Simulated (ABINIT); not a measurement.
Computed results, one entry a study.

```xyz
3
Lattice="0.000 3.585 3.585 3.585 0.000 3.585 3.585 3.585 0.000" Properties=species:S:1:pos:R:3 pbc="T T T" subject="A GW chain in ABINIT: Ca2Si (Fm-3m)" method="RPA screening on LDA, plane waves, norm-conserving pseudopotentials (and 2 further levels or steps)" program="ABINIT 10.8.3" settings="cutoff 30 Ha, PseudoDojo scalar-relativistic 0.4.1 standard, norm-conserving, ngkpt (2, 2, 2), nband 49, ecuteps 3.2 Ha, inclvkb 2, shiftk (0, 0, 0), symchi 1, awtr 1, frequency ppm, 2×2×2 k-mesh" cost="4 runs, 33 s in all on 4 MPI ranks of Arm Neoverse V1, shared host" notes="The program’s warnings: nproc spkpt=  >= nkpt= * nsppol=. The cell and positions are those that the Materials Project relaxed with its own functionals (PBE, PBE+U or r2SCAN), kept fixed. Limits: mesh may overstate the screening. The 2×2×2 mesh is coarse for this cell, which bears on the long-range parts of exchange and screening. The RPA ε∞ on this mesh reaches over 25; with a narrow direct gap a coarse mesh can overstate it, and the correction is then too small." lda_gap="0.51 eV, direct" g0w0_gap_on_the_mesh="1.03 eV" gw_settings="2×2×2 mesh, 49 bands, screening to 87.1 eV, Godby-Needs plasmon pole" known_limits="short of the basis limit; mesh may overstate the screening; coarse k mesh"
Ca    5.378    5.378    5.378
Ca    1.793    1.793    1.793
Si    0.000    0.000    0.000
```

[Long decimals in the printed logs are rounded to 6 places.]

[Logs are printed without paths, hosts, clocks, repeated set-up lines and the standing remarks that a program may print on its own settings, such as how far it seeks lower states.]

[Paths, hosts, dates, memory and timing lines, banners, echoed tables and standing remarks are left out of the program output; an Ansatz launch command may be rebuilt from the run's recorded settings. Measured values are a selection of at most five: reports struck by readers or far from the other reports are left out. None is set beside runs whose start may be inverted or whose files or cutoffs have a known fault.]

[Runs of the session that timed out or met a known fault of the program may be left out.]

[Hosts, paths, dates, database ids (printed as entryN), source tags and the programs' standing remarks are cut or masked in the printed files.]

[G0W0 gaps are taken among the corrected bands and points alone; a level outside them can change the order at an edge.]

[Where Ansatz stands beside ABINIT at settings called matched, ABINIT's density can come from a denser mesh and the files from another edition; pairs whose starting gaps differed by over 0.03 eV were left out, so agreement reads better than it is.]
